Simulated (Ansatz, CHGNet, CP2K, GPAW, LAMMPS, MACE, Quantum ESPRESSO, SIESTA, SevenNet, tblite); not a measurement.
# CP2K runs on amorphous 71GeO2-29Lu2O3 (mol %) (61 atoms)

Wanted: CP2K inputs and outputs for amorphous 71GeO2-29Lu2O3 (mol %) (61 atoms), checked against a plane-wave reference.

Calculated with CP2K 2026.2; the method is named at each step.

### 1. Starting point

The cell holds 61 atoms: 12 Ge, 10 Lu and 39 O. Cell: a = 9.737 Å, b = 9.737 Å, c = 9.737 Å, α = 90.0°, β = 90.0°, γ = 90.0°. 61 atoms (12 Ge, 10 Er, 39 O) placed at random at 5.59 g/cm³, melted at 5000 K for 10 ps at fixed volume with the Morse and Coulomb pair potential with partial charges (Pedone, Malavasi, Menziani, Cormack and Segre, J. Phys. Chem. B 110, 11780 (2006)). Quenched from 5000 K to 300 K at 20 K/ps and fixed volume, held 10 ps at zero pressure, then minimised at fixed cell. Then Er was replaced by Lu and the cell scaled by 1.003 (the potential has no terms for the new elements, so the cell is a start for a DFT relaxation).

The yardstick, on the same geometry:

```
method                                           : Kohn-Sham DFT, PBE, SSSP efficiency 1.3.0 pseudopotentials, plane waves (Quantum ESPRESSO 7.5); sssp-pbe-1.3.0-efficiency, cutoffs 60/480 Ry, Γ point
r.m.s. force component                           : 0.864 eV/Å
longest force                                    : 2.701 eV/Å
pressure                                         : 0.6197 GPa
gap (highest filled to lowest empty level) : 2.063 eV
time                                             : 3.4 min on 4 MPI ranks of Arm Neoverse V2, shared host
CPU time                                         : 14 min
```

### 2. PBE, DZVP-MOLOPT-SR, 600/50 Ry, diagonalisation

Method: Kohn-Sham DFT, PBE, GTH-PBE pseudopotentials, Gaussian and plane waves, DZVP-MOLOPT-SR-GTH, diagonalisation.

input.inp reads:

```
&GLOBAL
  PROJECT cell
  RUN_TYPE ENERGY_FORCE
  PRINT_LEVEL LOW
&END GLOBAL
&FORCE_EVAL
  METHOD QS
  STRESS_TENSOR ANALYTICAL
  &DFT
    BASIS_SET_FILE_NAME BASIS_MOLOPT
    BASIS_SET_FILE_NAME BASIS_MOLOPT_UCL
    POTENTIAL_FILE_NAME GTH_POTENTIALS
    &MGRID
      CUTOFF 600
      REL_CUTOFF 50
      NGRIDS 5
    &END MGRID
    &QS
      EPS_DEFAULT 1.0E-12
    &END QS
    &SCF
      SCF_GUESS ATOMIC
      EPS_SCF 1.0E-06
      MAX_SCF 200
      ADDED_MOS 14
      &DIAGONALIZATION
        ALGORITHM STANDARD
      &END DIAGONALIZATION
      &SMEAR ON
        METHOD FERMI_DIRAC
        ELECTRONIC_TEMPERATURE [K] 580
      &END SMEAR
      &MIXING
        METHOD BROYDEN_MIXING
        ALPHA 0.3
        NBROYDEN 8
      &END MIXING
      &PRINT
        &RESTART OFF
        &END RESTART
      &END PRINT
    &END SCF
    &XC
      &XC_FUNCTIONAL PBE
      &END XC_FUNCTIONAL
    &END XC
    &PRINT
      &MULLIKEN ON
      &END MULLIKEN
      &LOWDIN ON
      &END LOWDIN
      &MO ON
        EIGENVALUES T
        OCCUPATION_NUMBERS T
        MO_INDEX_RANGE 255 278
        &EACH
          QS_SCF 0
        &END EACH
        ADD_LAST NUMERIC
      &END MO
    &END PRINT
  &END DFT
  &SUBSYS
    &CELL
      A 9.73719 0.00000 0.00000
      B 0.00000 9.73719 0.00000
      C 0.00000 0.00000 9.73719
    &END CELL
    &TOPOLOGY
      COORD_FILE_NAME structure.xyz
      COORD_FILE_FORMAT XYZ
    &END TOPOLOGY
    &KIND Ge
      BASIS_SET DZVP-MOLOPT-SR-GTH-q4
      POTENTIAL GTH-PBE-q4
    &END KIND
    &KIND Lu
      BASIS_SET DZVP-MOLOPT-SR-GTH-q25
      POTENTIAL GTH-PBE-q25
    &END KIND
    &KIND O
      BASIS_SET DZVP-MOLOPT-SR-GTH-q6
      POTENTIAL GTH-PBE-q6
    &END KIND
  &END SUBSYS
  &PRINT
    &FORCES ON
    &END FORCES
    &STRESS_TENSOR ON
    &END STRESS_TENSOR
  &END PRINT
&END FORCE_EVAL
```

structure.xyz reads:

```xyz
61

Ge 8.00796 4.97181 2.45543
Ge 9.69912 2.07276 3.17491
Ge 8.52150 4.03344 7.99774
Ge 0.29134 7.96142 5.67600
Ge 3.34443 2.33634 2.90655
Ge 6.03131 0.55823 2.69934
Ge 4.61017 3.23469 5.81057
Ge 5.85974 7.19267 3.58007
Ge 6.47669 2.92671 0.37819
Ge 7.68576 1.82923 5.55292
Ge 1.76681 5.39791 7.51945
Ge 6.83658 8.51079 6.56092
Lu 2.70168 5.40765 4.62692
Lu 8.29209 6.99802 9.05130
Lu 1.30176 1.80975 6.34543
Lu 3.28202 2.41424 8.97224
Lu 9.01732 0.68433 9.47857
Lu 5.21641 8.49482 0.19182
Lu 3.40743 5.52469 1.25464
Lu 2.21833 8.82676 8.58178
Lu 0.78151 7.48108 1.90537
Lu 5.03637 5.67795 8.12208
O 6.26033 1.45182 1.23283
O 7.29647 0.43905 6.57182
O 5.81349 7.77086 7.70747
O 4.37589 0.98560 3.03722
O 5.97377 8.57233 2.45260
O 1.20751 1.46155 8.58002
O 9.31450 1.12796 1.84267
O 8.05266 2.89156 9.28188
O 1.16924 6.48877 5.96870
O 6.79821 4.04931 1.62046
O 3.88378 3.35115 4.20101
O 5.30979 6.31058 0.45239
O 0.28287 8.33650 9.52881
O 6.13365 8.07271 5.04825
O 5.35136 3.35096 8.91508
O 1.15980 9.22716 6.49091
O 2.67675 4.56557 8.84867
O 7.36521 8.96630 9.48334
O 8.69258 2.89243 6.75138
O 1.71491 5.57191 2.67052
O 2.82651 6.81029 7.84224
O 7.00338 1.18093 3.94337
O 3.89400 0.33467 9.24741
O 8.49073 7.82296 6.58370
O 8.95919 3.65456 3.08757
O 1.69797 2.10946 3.27121
O 7.29724 5.22936 8.05480
O 4.35671 6.39928 3.44677
O 0.21928 8.11410 3.98319
O 7.13746 6.03784 3.48475
O 8.74302 6.05653 1.32066
O 0.11022 5.17064 8.20631
O 4.35983 4.88340 6.22752
O 3.54268 3.16352 1.44227
[... 1 atom lines left out ...]
O 2.81434 7.72568 0.89446
O 9.35491 1.53760 4.79508
O 1.74490 4.04483 6.32908
O 6.26812 2.88474 5.74153
```

Launch:

```console
OMP_NUM_THREADS=2 cp2k.psmp -i input.inp > output.txt
```

Output:

```text
CP2K| version string:                                       CP2K version 2026.2
 CP2K| Input file name                                                 input.inp
 GLOBAL| Basis set file name                                        BASIS_MOLOPT
 GLOBAL| Potential file name                                      GTH_POTENTIALS
 GLOBAL| Run type                                                   ENERGY_FORCE
 GLOBAL| Total number of message passing processes                             1
 GLOBAL| Number of threads for this process                                    2
 TOTAL NUMBERS AND MAXIMUM NUMBERS
  Total number of            - Atomic kinds:                                   3
                             - Atoms:                                         61
                             - Shell sets:                                    61
                             - Shells:                                       355
                             - Primitive Cartesian functions:                313
                             - Cartesian basis functions:                   1274
                             - Spherical basis functions:                   1083
  Maximum angular momentum of- Orbital basis functions:                        4
                             - Local part of the GTH pseudopotential:          2
                             - Non-local part of the GTH pseudopotential:      4
 SCF PARAMETERS         Density guess:                                    ATOMIC
                        max_scf:                                             200
                        eps_scf:                                        1.00E-06
                        added MOs                                        14    0
                        Mixing method:                            BROYDEN_MIXING
                                                charge density mixing in g-space
                        Smear method:                                FERMI_DIRAC
                        Electronic temperature [K]:                        580.0
                        Electronic temperature [a.u.]:                  1.84E-03
                        Accuracy threshold:                             1.00E-10
 Extrapolation method: initial_guess
 Number of electrons:                                                        532
 Number of occupied orbitals:                                                266
 Number of molecular orbitals:                                               280
 Number of orbital functions:                                               1083
 Number of independent orbital functions:                                   1083
 SCF WAVEFUNCTION OPTIMIZATION
  Step     Update method      Time    Convergence         Total energy    Change
     1 NoMix/Diag. 0.30E+00    5.6     2.43166157     -3302.4145231094 -3.30E+03
     2 Broy./Diag. 0.30E+00    8.0     0.36045233     -3241.1296705076  6.13E+01
     3 Broy./Diag. 0.30E+00    7.9     0.08369497     -3295.0681723491 -5.39E+01
     4 Broy./Diag. 0.30E+00    8.0     0.02709606     -3303.3008663982 -8.23E+00
     5 Broy./Diag. 0.30E+00    8.0     0.03048466     -3301.3216441470  1.98E+00
     6 Broy./Diag. 0.30E+00    8.0     0.00938997     -3302.2887376634 -9.67E-01
     7 Broy./Diag. 0.30E+00    8.0     0.00204998     -3301.6897958640  5.99E-01
[...]
14 Broy./Diag. 0.30E+00    8.2     0.00000351     -3301.8093928696 -5.29E-04
    15 Broy./Diag. 0.30E+00    8.2     0.00000265     -3301.8093995227 -6.65E-06
    16 Broy./Diag. 0.30E+00    8.2     0.00000050     -3301.8093127394  8.68E-05
  *** SCF run converged in    16 steps ***
  Electronic density on regular grids:       -531.9999999991        0.0000000009
  Core density on regular grids:              531.9999999996       -0.0000000004
  Total charge density on r-space grids:        0.0000000006
  Total charge density g-space grids:           0.0000000006
  Overlap energy of the core charge distribution:               1.20885e-05
  Self energy of the core charge distribution:              -5273.611686
  Core Hamiltonian energy:                                   1488.474213
  Hartree energy:                                             869.074843
  Exchange-correlation energy:                               -385.746695
  Electronic entropic energy:                                  -3.0902e-10
  Fermi energy:                                                 0.167233
  Total energy:                                             -3301.809313
  Total energy (extrapolated to T->0):                      -3301.809313
 MO| EIGENVALUES AND OCCUPATION NUMBERS
 MO|
 MO|  Index      Eigenvalue [a.u.]        Eigenvalue [eV]             Occupation
 MO|    255               0.097002               2.639570               2.000000
 MO|    256               0.097868               2.663111               2.000000
 MO|    257               0.098370               2.676789               2.000000
 MO|    258               0.100447               2.733308               2.000000
 MO|    259               0.102465               2.788215               2.000000
 MO|    260               0.108166               2.943354               2.000000
[...]
MO|    276               0.308041               8.382227               0.000000
 MO|    277               0.311513               8.476713               0.000000
 MO|    278               0.313865               8.540688               0.000000
 MO| Sum:                                                             532.000000
 MO| E(Fermi):            0.167233 a.u.          4.550640 eV
 !-----------------------------------------------------------------------------!
                     Mulliken Population Analysis
 #  Atom  Element  Kind  Atomic population                           Net charge
       1     Ge       1          2.510236                              1.489764
       2     Ge       1          2.517268                              1.482732
       3     Ge       1          2.452896                              1.547104
       4     Ge       1          2.545235                              1.454765
       5     Ge       1          2.549577                              1.450423
       6     Ge       1          2.524486                              1.475514
[...]
# Total charge                            532.000000                 -0.000000
 !-----------------------------------------------------------------------------!
 LOWDIN POPULATION ANALYSIS
 #  Atom  Element  Kind  Atomic population                           Net charge
[...]
59     O        3          6.397933                             -0.397933
      60     O        3          6.264494                             -0.264494
      61     O        3          6.589860                             -0.589860
 # Total charge                            532.000000                 -0.000000
 ENERGY| Total FORCE_EVAL ( QS ) energy [hartree]          -3301.809283
 FORCES| Atomic forces [hartree/bohr]
 FORCES|   Atom     x               y               z               |f|
 FORCES|      1 -2.40798393E-03 -1.62893425E-02 -2.33823663E-02   2.85985335E-02
 FORCES|      2 -1.43006770E-02  1.01564740E-02 -3.08959518E-02   3.55277802E-02
 FORCES|      3 -1.32555876E-02  1.19665395E-02  4.89690140E-04   1.78647269E-02
 FORCES|      4  2.00165435E-03  5.16907213E-03 -1.47800290E-02   1.57852838E-02
 FORCES|      5  1.64441365E-02 -1.57482232E-03 -1.46335639E-02   2.20687762E-02
 FORCES|      6  5.52628282E-03  3.97709171E-02  4.00037318E-02   5.66794867E-02
[...]
FORCES|     59  8.45333817E-03 -3.97974370E-03  3.02232561E-02   3.16345143E-02
 FORCES|     60  2.83956959E-03 -9.67163712E-03 -1.85314950E-02   2.10954978E-02
 FORCES|     61  2.54378849E-02  1.45060859E-02  4.97413341E-03   2.97027696E-02
 FORCES| Sum    -6.79234958E-03  5.87561905E-02  1.46058505E-02
 FORCES| Total atomic force                                       6.09241890E-02
 STRESS| Analytical stress tensor [bar]
 STRESS|                        x                   y                   z
 STRESS|      x        1.11848854555E+04  -1.27251678259E+04   5.36165504900E+03
 STRESS|      y       -1.27251678259E+04  -2.64263524896E+03   9.94641826017E+03
 STRESS|      z        5.36165504900E+03   9.94641826017E+03   2.65218092574E+04
 STRESS| 1/3 Trace                                             1.16880198213E+04
```

It took 3.1 min on 2 threads of Arm Neoverse V2, shared host; peak memory 2.6 GiB; 5.4 min of CPU time.

Banners and routine set-up lines are dropped from the logs; longer cuts are marked.

Against the reference:

| Property | Result |
| --- | --- |
| r.m.s. force component | 0.9267 eV/Å |
| r.m.s. difference of force components | 212.9 meV/Å |
| longest difference of force vectors | 1078 meV/Å |
| force difference over r.m.s. force | 24.64 % |
| slope of forces against the reference's | 1.045 |
| correlation of force components | 0.9743 |
| gap (highest filled to lowest empty level) | 2.003 eV |
| gap difference | -0.0602 eV |
| pressure | 1.169 GPa |
| pressure difference | 0.5491 GPa |

Length of the force difference by element (eV/Å):

```tsv
element	atoms	mean	most
Ge	12	0.16	0.26
Lu	10	0.81	1.1
O	39	0.13	0.31
```

Levels nearest the highest filled one (eV from it): -0.91, -0.89, -0.87, -0.82, -0.76, -0.61, -0.51, -0.48, -0.45, -0.29, -0.27, 0.00, 2.00, 3.66, 3.83, 4.02, 4.22, 4.33, 4.52, 4.61, 4.62, 4.83, 4.93, 4.99.

A closer look about O46, picked at random: 10 atoms, nearest first, numbered in the order of the input, with positions taken from that point.

```tsv
atom	x	y	z	distance (Å)	bonds	Mulliken charge (e)	Fx	Fy	Fz (eV/Å)
O46	0.00	0.00	0.00	0.00	3	-0.75	-0.26	-1.08	1.50
Ge4	1.54	0.14	-0.91	1.79	4	1.45	0.10	0.27	-0.76
Ge12	-1.65	0.69	-0.02	1.79	4	1.50	0.85	0.06	-1.41
Lu14	-0.20	-0.82	2.47	2.61	7	0.70	0.83	0.49	0.68
O24	-1.19	2.35	-0.01	2.64	2	-0.74	0.31	0.89	1.28
O38	2.41	1.40	-0.09	2.79	3	-0.66	0.92	1.77	1.14
O36	-2.36	0.25	-1.54	2.82	2	-0.74	-0.70	0.22	-0.43
O31	2.42	-1.33	-0.62	2.83	3	-0.70	0.52	-1.35	-0.74
O25	-2.68	-0.05	1.12	2.90	4	-0.62	-0.84	-0.88	1.49
O51	1.47	0.29	-2.60	3.00	2	-0.65	0.01	0.06	-2.07
```

Forces lie 25 % from the reference's, at 0.40 times its CPU time (on 2 against 4 cores).

The difference per atom is largest on Lu (0.81 eV/Å on average, against 0.16 on Ge). The forces add up to 3.1 eV/Å instead of zero, usually a sign of too coarse a grid.

### 3. PBE, SZV-MOLOPT-SR, 600/50 Ry, diagonalisation

Method: Kohn-Sham DFT, PBE, GTH-PBE pseudopotentials, Gaussian and plane waves, SZV-MOLOPT-SR-GTH, diagonalisation.

input.inp, as its differences from that of step 2:

```diff
@@ -73,3 +73,3 @@
     &KIND Ge
-      BASIS_SET DZVP-MOLOPT-SR-GTH-q4
+      BASIS_SET SZV-MOLOPT-SR-GTH-q4
       POTENTIAL GTH-PBE-q4
@@ -77,3 +77,3 @@
     &KIND Lu
-      BASIS_SET DZVP-MOLOPT-SR-GTH-q25
+      BASIS_SET SZV-MOLOPT-SR-GTH-q25
       POTENTIAL GTH-PBE-q25
@@ -81,3 +81,3 @@
     &KIND O
-      BASIS_SET DZVP-MOLOPT-SR-GTH-q6
+      BASIS_SET SZV-MOLOPT-SR-GTH-q6
       POTENTIAL GTH-PBE-q6
```

structure.xyz is that of step 2.

Launch:

```console
OMP_NUM_THREADS=1 cp2k.psmp -i input.inp > output.txt
```

Output:

```text
CP2K| version string:                                       CP2K version 2026.2
 CP2K| Input file name                                                 input.inp
 GLOBAL| Basis set file name                                        BASIS_MOLOPT
 GLOBAL| Potential file name                                      GTH_POTENTIALS
 GLOBAL| Run type                                                   ENERGY_FORCE
 GLOBAL| Total number of message passing processes                             1
 GLOBAL| Number of threads for this process                                    1
[... lines left out ...]
                        Smear method:                                FERMI_DIRAC
[... lines left out ...]
 Number of electrons:                                                        532
[... lines left out ...]
  Step     Update method      Time    Convergence         Total energy    Change
[... lines left out ...]
  *** SCF run converged in    17 steps ***
[... lines left out ...]
  Fermi energy:                                                 0.221859
  Total energy:                                             -3299.337010
  Total energy (extrapolated to T->0):                      -3299.337010
[... lines left out ...]
 MO| E(Fermi):            0.221859 a.u.          6.037078 eV
[... lines left out ...]
      60     O        3          6.635801                             -0.635801
      61     O        3          6.636924                             -0.636924
 # Total charge                            532.000000                 -0.000000
 ENERGY| Total FORCE_EVAL ( QS ) energy [hartree]          -3299.336963
 FORCES| Atomic forces [hartree/bohr]
 FORCES|   Atom     x               y               z               |f|
 FORCES|      1  1.47324426E-03 -2.51880813E-02 -1.09892434E-02   2.75204171E-02
 FORCES|      2 -4.15178617E-03  1.85450829E-02 -2.81923149E-02   3.39994713E-02
 FORCES|      3 -4.38861591E-03  1.16909384E-02  1.07650323E-03   1.25338282E-02
[...]
FORCES|     60  4.08576565E-03 -3.43988680E-02 -3.73886921E-02   5.09694997E-02
 FORCES|     61  3.31946067E-02  1.55768047E-02  5.36795755E-03   3.70585176E-02
 FORCES| Sum    -5.05921722E-03  6.00565453E-02  1.32203996E-02
 FORCES| Total atomic force                                       6.17022146E-02
 STRESS| Analytical stress tensor [bar]
 STRESS|                        x                   y                   z
 STRESS|      x        4.85439694130E+04  -1.21335887301E+04   3.48690617930E+03
 STRESS|      y       -1.21335887301E+04   3.57047472414E+04   8.62991719636E+03
 STRESS|      z        3.48690617930E+03   8.62991719636E+03   6.05414563456E+04
 STRESS| 1/3 Trace                                             4.82633910000E+04
```

Run time: 2.3 min. Hardware: 1 thread; peak memory 2.1 GiB.

Compared with the plane-wave run:

| Property | Result |
| --- | --- |
| r.m.s. force component | 1.468 eV/Å |
| r.m.s. difference of force components | 694.8 meV/Å |
| longest difference of force vectors | 2561 meV/Å |
| force difference over r.m.s. force | 80.41 % |
| slope of forces against the reference's | 1.619 |
| correlation of force components | 0.9533 |
| gap (highest filled to lowest empty level) | 1.501 eV |
| gap difference | -0.5617 eV |
| pressure | 4.826 GPa |
| pressure difference | 4.207 GPa |

This is a coarse setting, run to see what it loses.

Against the first run (25 %), the force difference from the reference is 80 %, at 0.42 times the CPU time (on 1 against 2 cores), with 374 basis functions against 1083: the smaller basis costs accuracy.

The forces add up to 3.2 eV/Å instead of zero, usually a sign of too coarse a grid.

[end of part 1 of 4]

[Long decimals in the printed logs are rounded to 6 places.]

[Also dropped from logs without a mark: lines with file paths, logging warnings of Python, QE's lines on negative density and diagonalisation, SIESTA's first energy breakdown, zero terms and Voronoi charges.]

[Logs are printed without paths, hosts, clocks, repeated set-up lines and the standing remarks that a program may print on its own settings, such as how far it seeks lower states.]

[Hosts, paths, dates, database ids (printed as entryN), source tags and the programs' standing remarks are cut or masked in the printed files.]

[Most failed runs of this program on this cell are left out, timed-out ones always.]
